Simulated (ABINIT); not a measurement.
# Gap slopes of SnO2 (Cassiterite) from G0W0 (hydrostatic strain)

Does PBE give the same change of gap under hydrostatic strain as G0W0? The case is SnO2 (Cassiterite).

Calculated with ABINIT 10.8.3; PBE and many-body steps on it, plane waves.

## Step 1: Set-up

Symmetry: P4_2/mnm, No. 136, tetragonal system. Conventional cell: a = 4.738 Å, b = 4.738 Å, c = 3.187 Å, α = 90.00°, β = 90.00°, γ = 90.00°. Nearest to Sn lie 6 O at 2.05 to 2.06 Å. Nearest to O lie 3 Sn at 2.05 to 2.06 Å. Farther neighbours and most contacts between anions are not listed.

Structure file:

```cif
data_structure
_symmetry_space_group_name_H-M 'P 1'
_symmetry_Int_Tables_number 1
_cell_length_a 4.7380
_cell_length_b 4.7380
_cell_length_c 3.1865
_cell_angle_alpha 90.000
_cell_angle_beta 90.000
_cell_angle_gamma 90.000
_cell_volume 71.53
loop_
_atom_site_label
_atom_site_type_symbol
_atom_site_fract_x
_atom_site_fract_y
_atom_site_fract_z
_atom_site_occupancy
Sn1 Sn 0.00000 0.00000 0.00000 1
Sn2 Sn 0.50000 0.50000 0.50000 1
O3 O 0.30543 0.30543 0.00000 1
O4 O 0.19457 0.80543 0.50000 1
O5 O 0.69457 0.69457 0.00000 1
O6 O 0.80543 0.19457 0.50000 1
```

Geometry: measured (diffraction), ions relaxed with PBE. The runs that relaxed it are not among those shown.

## Step 2: Ground state

This step: ABINIT 10.8.3; DFT, PBE, plane waves, norm-conserving pseudopotentials.

The ground-state density comes first.

run.abi reads:

```
acell 3*1.0 Angstrom
rprim 
  4.738000000000 0.000000000000 0.000000000000
  0.000000000000 4.738000000000 0.000000000000
  0.000000000000 0.000000000000 3.186500000000
ntypat 2
znucl 50 8
natom 6
typat 1 1 2 2 2 2
xred 
  0.000000000000 0.000000000000 0.000000000000
  0.500000000000 0.500000000000 0.500000000000
  0.305428436736 0.305428436736 -0.000000000000
  0.194571563264 0.805428436736 0.500000000000
  0.694571563264 0.694571563264 -0.000000000000
  0.805428436736 0.194571563264 0.500000000000
pp_dirpath "pseudos"
pseudos "Sn.upf, O.upf"
ecut 42
ngkpt 4 4 6
nshiftk 1
shiftk 0 0 0
kptopt 1
chksymbreak 0
nband 41
occopt 1
tolvrs 1e-10
nstep 60
prtwf 0
optforces 0
optstress 0
indata_prefix "in"
outdata_prefix "out"
tmpdata_prefix "tmp"
```

Command:

```sh
OMP_NUM_THREADS=1 mpirun -n 8 abinit run.abi > log
```

Numbers of over 12 decimals in the logs are rounded to 6 here.

Log:

```text
.Version 10.8.3 of ABINIT. v10.8.2 released Aug 2026.

 Symmetries : space group P4_2/m n m (#136); Bravais tP (primitive tetrag.)
================================================================================
 Values of the parameters that define the memory need of the present run
     intxc =       0    ionmov =       0      iscf =       7    lmnmax =       6
     lnmax =       6     mgfft =      54  mpssoang =       3    mqgrid =    3001
     natom =       6  nloc_mem =       1    nspden =       1   nspinor =       1
[...]
psp_core            :  1.11710042103051E+01
local_psp           : -4.86851860510625E+02
non_local_psp       : -2.33071249188092E+01
total_energy        : -5.09496080208389E+02
total_energy_eV     : -1.38640946293638E+04
band_energy         : -6.12470823112368E+01

== END DATASET(S) ==============================================================
================================================================================

 -outvars: echo values of variables after computation  --------
           etotal     -5.0949608021E+02
            nband          41
             nkpt          24
          spgroup         136
 [... the other variables as echoed above ...]

 Calculation completed.
```

Wall time 69 s (8 MPI ranks of Arm Neoverse N1, shared host); peak memory 0.72 GiB.

Numbers from this step:

| Item | Value |
| --- | --- |
| total energy | -13864.0946 eV |
| gap | 1.247 eV |
| k of the valence top | 0, 0, 0 |
| k of the conduction bottom | 0, 0, 0 |
| least direct gap | 1.247 eV |

The gap is direct, at Γ.

## Step 3: Empty states on the mesh, 4×4×4 mesh, 119 bands

The sums over transitions need many empty states on a uniform mesh; this step solves for them.

Changes to run.abi since step 2:

```diff
@@ -19,3 +19,3 @@
 ecut 42
-ngkpt 4 4 6
+ngkpt 4 4 4
 nshiftk 1
@@ -24,9 +24,10 @@
 chksymbreak 0
-nband 41
-occopt 1
-tolvrs 1e-10
+iscf -2
+irdden 1
+istwfk *1
+nband 119
+nbdbuf 10
+tolwfr 1e-09
 nstep 60
-prtwf 0
-optforces 0
-optstress 0
+prtvol 0
 indata_prefix "in"
```

Log:

```text
.Version 10.8.3 of ABINIT. v10.8.2 released Aug 2026.

 Symmetries : space group P4_2/m n m (#136); Bravais tP (primitive tetrag.)
[... echo of the input left out ...]
== DATASET  1 ==================================================================
-   mpi_nproc: 8, omp_nthreads: 1 (-1 if OMP is not activated)

--- !DatasetInfo
iteration_state: {dtset: 1, }
dimensions: {natom: 6, nkpt: 18, mband: 119, nsppol: 1, nspinor: 1, nspden: 1, mpw: 6312, }
cutoff_energies: {ecut:  42.0, pawecutdg:  -1.0, }
[...]
2.02432    2.03850    2.05395    2.08602    2.08928    2.08928    2.09142    2.13917
   2.17126    2.17759    2.17759    2.19480    2.23331    2.25256    2.29822    2.29822
   2.33141    2.34394    2.34394    2.37460    2.44637    2.44818    2.45151
 prteigrs : prtvol=0 or 1, do not print more k-points.

== END DATASET(S) ==============================================================
================================================================================

 -outvars: echo values of variables after computation  --------
            nband         119
             nkpt          18
          spgroup         136
 [... the other variables as echoed above ...]

 Calculation completed.
```

Run time: 2.1 min. Hardware: 8 MPI ranks; peak memory 0.77 GiB.

Numbers from this step:

| Item | Value |
| --- | --- |
| gap | 1.247 eV |
| k of the valence top | 0, 0, 0 |
| k of the conduction bottom | 0, 0, 0 |
| least direct gap | 1.247 eV |
| k points computed | 18 |
| lowest point of the top converged band, above the valence top | 52.0671 eV |

On this mesh the gap is 1.247 eV.

## Step 4: Screening, 4×4×4 mesh, 109 bands, screening to 130.6 eV

The RPA dielectric matrix is built and inverted for each q.

This step: RPA screening on PBE, plane waves, norm-conserving pseudopotentials.

Changes to run.abi since step 3:

```diff
@@ -24,10 +24,11 @@
 chksymbreak 0
-iscf -2
-irdden 1
 istwfk *1
-nband 119
-nbdbuf 10
-tolwfr 1e-09
-nstep 60
-prtvol 0
+occopt 1
+irdwfk 1
+optdriver 3
+nband 109
+ecuteps 4.8
+inclvkb 2
+awtr 1
+symchi 1
 indata_prefix "in"
```

Log:

```text
.Version 10.8.3 of ABINIT. v10.8.2 released Aug 2026.

 Symmetries : space group P4_2/m n m (#136); Bravais tP (primitive tetrag.)
[... echo of the input left out ...]
== DATASET  1 ==================================================================
-   mpi_nproc: 8, omp_nthreads: 1 (-1 if OMP is not activated)

--- !DatasetInfo
iteration_state: {dtset: 1, }
dimensions: {natom: 6, nkpt: 18, mband: 109, nsppol: 1, nspinor: 1, nspden: 1, mpw: 6312, }
cutoff_energies: {ecut:  42.0, pawecutdg:  -1.0, }
[...]
--------------------------------------------------------------------------------
[... chi0 elements left out ...]
 For q-point:  0.000010 0.000020 0.000030
  dielectric constant =   4.6057
  dielectric constant without local fields =   4.8197

  Average fulfillment of the sum rule on Im[epsilon] for q-point    1 :     42.90  [%]
[... wings left out ...]
  q-point number  2        q = ( 0.250000, 0.000000, 0.000000) [r.l.u.]
--------------------------------------------------------------------------------
[... chi0 elements left out ...]
  Average fulfillment of the sum rule on Im[epsilon] for q-point    2 :     57.11  [%]

 [... 16 further q-points ...]
```

Elapsed: 6.7 min, on 8 MPI ranks; peak memory 4.3 GiB.

Numbers from this step:

```yaml
eps_infinity_with_local_fields_on_this_mesh_along_the_program_s_q_direction: 4.606
the_same_without_local_fields: 4.820
plasma_frequency: 36.20 eV
plane_waves_in_the_screening_matrix: 249
```

Local fields lower ε∞ by 4 %. On a Γ-centred mesh this coarse the value itself is usually too large, while a short band sum pulls it down.

## Step 5: G0W0, strain +0 %

The self-energy is evaluated for the states that the input lists, and the levels follow from it, in one-shot runs by the linearised quasiparticle equation.

This step: G0W0 on PBE, plane waves, norm-conserving pseudopotentials.

Changes to run.abi since step 4:

```diff
@@ -27,8 +27,15 @@
 irdwfk 1
-optdriver 3
+optdriver 4
 nband 109
+gwcalctyp 0
+ecutsigx 42
+symsigma 1
+nkptgw 1
+kptgw 
+  0.0000000000 0.0000000000 0.0000000000
+bdgw 
+  32 36
 ecuteps 4.8
-inclvkb 2
-awtr 1
-symchi 1
+irdscr 1
+ppmodel 1
 indata_prefix "in"
```

Log:

```text
.Version 10.8.3 of ABINIT. v10.8.2 released Aug 2026.

 Symmetries : space group P4_2/m n m (#136); Bravais tP (primitive tetrag.)
[... echo of the input left out ...]
== DATASET  1 ==================================================================
-   mpi_nproc: 8, omp_nthreads: 1 (-1 if OMP is not activated)

--- !DatasetInfo
iteration_state: {dtset: 1, }
dimensions: {natom: 6, nkpt: 18, mband: 109, nsppol: 1, nspinor: 1, nspden: 1, mpw: 6312, }
cutoff_energies: {ecut:  42.0, pawecutdg:  -1.0, }
electrons: {nelect:   6.80000000E+01, charge:   0.00000000E+00, occopt:   1.00000000E+00, tsmear:   1.00000000E-02, }

 SIGMA: Calculation of the GW corrections

 Based on a program developped by R.W. Godby, V. Olevano, G. Onida, and L. Reining.
 Incorporated in ABINIT by V. Olevano, G.-M. Rignanese, and M. Torrent.
.Using double precision arithmetic ; gwpc =  8

[... cell and pseudopotentials left out ...]
--------------------------------------------------------------------------------

 ==== K-mesh for the wavefunctions ====
 Number of points in the irreducible wedge :    18
[... list of points left out ...]
 Together with 16 symmetry operations and time-reversal symmetry
 yields    64 points in the full Brillouin Zone.

 ==== Q-mesh for screening function ====
 Number of points in the irreducible wedge :    18
[... list of points left out ...]
 Together with 16 symmetry operations and time-reversal symmetry
 yields    64 points in the full Brillouin Zone.

 vcoul_init : cutoff-mode = AUXILIARY_FUNCTION
 q-points for optical limit:   1
     1)      0.000010    0.000020    0.000030
 setmesh: FFT mesh size selected  =    54x   54x   36
          total number of points  =       104976

 Number of electrons calculated from density =   68.0000; Expected =   68.0000
 average of density, n =  0.140867
 r_s =    1.1923
 omega_plasma =   36.2043 [eV]

 === KS Band Gaps ===
  >>>> For spin  1
   Minimum direct gap =   1.2469 [eV], located at k-point      :   0.0000  0.0000  0.0000
   Fundamental gap    =   1.2469 [eV], Top of valence bands at :   0.0000  0.0000  0.0000
                                       Bottom of conduction at :   0.0000  0.0000  0.0000
 SIGMA fundamental parameters:
 PLASMON POLE MODEL  1
 number of plane-waves for SigmaX                 6273
 number of plane-waves for SigmaC and W            249
 number of plane-waves for wavefunctions          6273
 number of bands                                   109
 number of independent spin polarizations            1
 number of spinorial components                      1
 number of k-points in IBZ                          18
 number of q-points in IBZ                          18
 number of symmetry operations                      16
 number of k-points in BZ                           64
 number of q-points in BZ                           64
 number of frequencies for dSigma/dE                 9
 frequency step for dSigma/dE [eV]                0.25
 number of omega for Sigma on real axis              0
 max omega for Sigma on real axis  [eV]           0.00
 zcut for avoiding poles [eV]                     0.10

 EPSILON^-1 parameters (SCR file):
 dimension of the eps^-1 matrix on file            249
 dimension of the eps^-1 matrix used               249
 number of plane-waves for wavefunctions          6273
 number of bands                                   109
 number of q-points in IBZ                          18
 number of frequencies                               2
 number of real frequencies                          1
 number of imag frequencies                          1

 matrix elements of self-energy operator (all in [eV])

 Perturbative Calculation

--- !SelfEnergy_ee
iteration_state: {dtset: 1, }
kpoint     : [   0.000,    0.000,    0.000, ]
spin       : 1
KS_gap     :    1.247
QP_gap     :    2.697
Delta_QP_KS:    1.450
data: !SigmaeeData |
     Band     E0 <VxcDFT>   SigX SigC(E0)      Z dSigC/dE  Sig(E)    E-E0       E
       32   6.012 -19.998 -25.532   5.127   0.792  -0.262 -20.321  -0.323   5.689
       33   6.012 -19.998 -25.532   5.127   0.792  -0.262 -20.321  -0.323   5.689
       34   6.784 -20.352 -26.236   5.464   0.792  -0.263 -20.684  -0.332   6.452
       35   8.031 -16.527 -12.621  -2.583   0.845  -0.183 -15.409   1.118   9.149
       36  12.980 -16.307 -10.626  -3.640   0.839  -0.192 -14.595   1.712  14.692

== END DATASET(S) ==============================================================
================================================================================

 -outvars: echo values of variables after computation  --------
           etotal      0.0000000000E+00
            nband         109
             nkpt          18
          spgroup         136
 [... the other variables as echoed above ...]

 Calculation completed.
```

Run time: 13 s. Hardware: 8 MPI ranks; peak memory 2.5 GiB.

Numbers from this step:

- G0W0 gap on the points computed: 2.697 eV
- starting gap on the mesh: 1.247 eV
- k of the valence top: 0, 0, 0
- k of the conduction bottom: 0, 0, 0
- Z at the valence top: 0.792
- Z at the conduction bottom: 0.845
- least direct G0W0 gap on the computed points: 2.697 eV

The gap on the mesh goes from 1.25 eV to 2.70 eV, a correction of +1.45 eV.

## Step 6: G0W0, strain -1 %

The cell differs from the one that the last finished run ended in (a 4.738 → 4.691 Å, b 4.738 → 4.691 Å, c 3.187 → 3.155 Å).

run.abi reads:

```
acell 3*1.0 Angstrom
rprim 
  4.690620000000 0.000000000000 0.000000000000
  0.000000000000 4.690620000000 0.000000000000
  0.000000000000 0.000000000000 3.154635000000
ntypat 2
znucl 50 8
natom 6
typat 1 1 2 2 2 2
xred 
  0.000000000000 0.000000000000 0.000000000000
  0.500000000000 0.500000000000 0.500000000000
  0.304837818084 0.304837818084 0.000000000000
  0.195162181916 0.804837818084 0.500000000000
  0.695162181916 0.695162181916 0.000000000000
  0.804837818084 0.195162181916 0.500000000000
pp_dirpath "pseudos"
pseudos "Sn.upf, O.upf"
ecut 42
ngkpt 4 4 4
nshiftk 1
shiftk 0 0 0
kptopt 1
chksymbreak 0
istwfk *1
occopt 1
irdwfk 1
optdriver 4
nband 107
gwcalctyp 0
ecutsigx 42
symsigma 1
nkptgw 1
kptgw 
  0.0000000000 0.0000000000 0.0000000000
bdgw 
  32 36
ecuteps 4.8
irdscr 1
ppmodel 1
indata_prefix "in"
outdata_prefix "out"
tmpdata_prefix "tmp"
```

Log:

```text
.Version 10.8.3 of ABINIT. v10.8.2 released Aug 2026.

 Symmetries : space group P4_2/m n m (#136); Bravais tP (primitive tetrag.)
[... echo of the input left out ...]
== DATASET  1 ==================================================================
-   mpi_nproc: 8, omp_nthreads: 1 (-1 if OMP is not activated)

--- !DatasetInfo
iteration_state: {dtset: 1, }
dimensions: {natom: 6, nkpt: 18, mband: 107, nsppol: 1, nspinor: 1, nspden: 1, mpw: 6106, }
cutoff_energies: {ecut:  42.0, pawecutdg:  -1.0, }
[...]
34   7.160 -20.410 -26.293   5.408   0.797  -0.255 -20.789  -0.379   6.781
       35   8.755 -16.633 -12.577  -2.676   0.849  -0.178 -15.462   1.172   9.926
       36  13.663 -16.160 -10.447  -3.655   0.845  -0.184 -14.421   1.739  15.402

== END DATASET(S) ==============================================================
================================================================================

 -outvars: echo values of variables after computation  --------
           etotal      0.0000000000E+00
            nband         107
             nkpt          18
          spgroup         136
 [... the other variables as echoed above ...]

 Calculation completed.
```

Wall time 12 s (8 MPI ranks); peak memory 2.4 GiB.

Numbers from this step:

```yaml
g0w0_gap_on_the_points_computed: 3.145 eV
starting_gap_on_the_mesh: 1.595 eV
k_of_the_valence_top: 0, 0, 0
k_of_the_conduction_bottom: 0, 0, 0
least_direct_g0w0_gap_on_the_computed_points: 3.145 eV
```

The gap on the mesh goes from 1.60 eV to 3.15 eV, a correction of +1.55 eV.

Ground state, empty states and screening of this cell were made anew, as for the first cell; those steps are not shown. Geometry: measured (diffraction), hydrostatic strain, ions relaxed with PBE.

## Step 7: G0W0, strain +1 %

The cell differs from the one that the last finished run ended in (a 4.691 → 4.785 Å, b 4.691 → 4.785 Å, c 3.155 → 3.218 Å).

run.abi reads:

```
acell 3*1.0 Angstrom
rprim 
  4.785380000000 0.000000000000 0.000000000000
  0.000000000000 4.785380000000 0.000000000000
  0.000000000000 0.000000000000 3.218365000000
ntypat 2
znucl 50 8
natom 6
typat 1 1 2 2 2 2
xred 
  -0.000000000000 -0.000000000000 0.000000000000
  0.500000000000 0.500000000000 0.500000000000
  0.306077731259 0.306077731259 0.000000000000
  0.193922268741 0.806077731259 0.500000000000
  0.693922268741 0.693922268741 0.000000000000
  0.806077731259 0.193922268741 0.500000000000
pp_dirpath "pseudos"
pseudos "Sn.upf, O.upf"
ecut 42
ngkpt 4 4 4
nshiftk 1
shiftk 0 0 0
kptopt 1
chksymbreak 0
istwfk *1
occopt 1
irdwfk 1
optdriver 4
nband 111
gwcalctyp 0
ecutsigx 42
symsigma 1
nkptgw 1
kptgw 
  0.0000000000 0.0000000000 0.0000000000
bdgw 
  32 36
ecuteps 4.8
irdscr 1
ppmodel 1
indata_prefix "in"
outdata_prefix "out"
tmpdata_prefix "tmp"
```

Log:

```text
.Version 10.8.3 of ABINIT. v10.8.2 released Aug 2026.

 Symmetries : space group P4_2/m n m (#136); Bravais tP (primitive tetrag.)
[... echo of the input left out ...]
== DATASET  1 ==================================================================
-   mpi_nproc: 8, omp_nthreads: 1 (-1 if OMP is not activated)

--- !DatasetInfo
iteration_state: {dtset: 1, }
dimensions: {natom: 6, nkpt: 18, mband: 111, nsppol: 1, nspinor: 1, nspden: 1, mpw: 6508, }
cutoff_energies: {ecut:  42.0, pawecutdg:  -1.0, }
[...]
34   6.420 -20.296 -26.181   5.522   0.787  -0.270 -20.581  -0.285   6.135
       35   7.338 -16.423 -12.677  -2.492   0.842  -0.188 -15.367   1.055   8.393
       36  12.313 -16.443 -10.802  -3.629   0.834  -0.198 -14.765   1.679  13.992

== END DATASET(S) ==============================================================
================================================================================

 -outvars: echo values of variables after computation  --------
           etotal      0.0000000000E+00
            nband         111
             nkpt          18
          spgroup         136
 [... the other variables as echoed above ...]

 Calculation completed.
```

The job ended after 13 s (8 MPI ranks; peak memory 2.5 GiB).

This step gave:

| Quantity | Value |
| --- | --- |
| G0W0 gap on the points computed | 2.258 eV |
| starting gap on the mesh | 0.9176 eV |
| k of the valence top | 0, 0, 0 |
| k of the conduction bottom | 0, 0, 0 |
| least direct G0W0 gap on the computed points | 2.258 eV |

The gap on the mesh goes from 0.92 eV to 2.26 eV, a correction of +1.34 eV.

Again on this cell's own states.

[end of part 1 of 2]

[Paths, hosts, dates, memory and timing lines, banners, echoed tables and standing remarks are left out of the program output.]

[Logs are printed without paths, hosts, clocks, repeated set-up lines and the standing remarks that a program may print on its own settings, such as how far it seeks lower states.]

[Runs of the session that timed out or met a known fault of the program may be left out.]

[Hosts, paths, dates, database ids (printed as entryN), source tags and the programs' standing remarks are cut or masked in the printed files.]

[G0W0 gaps are taken among the corrected bands and points alone; a level outside them can change the order at an edge.]

[Where Ansatz stands beside ABINIT at settings called matched, ABINIT's density can come from a denser mesh and the files from another edition; pairs whose starting gaps differed by over 0.03 eV were left out, so agreement reads better than it is.]
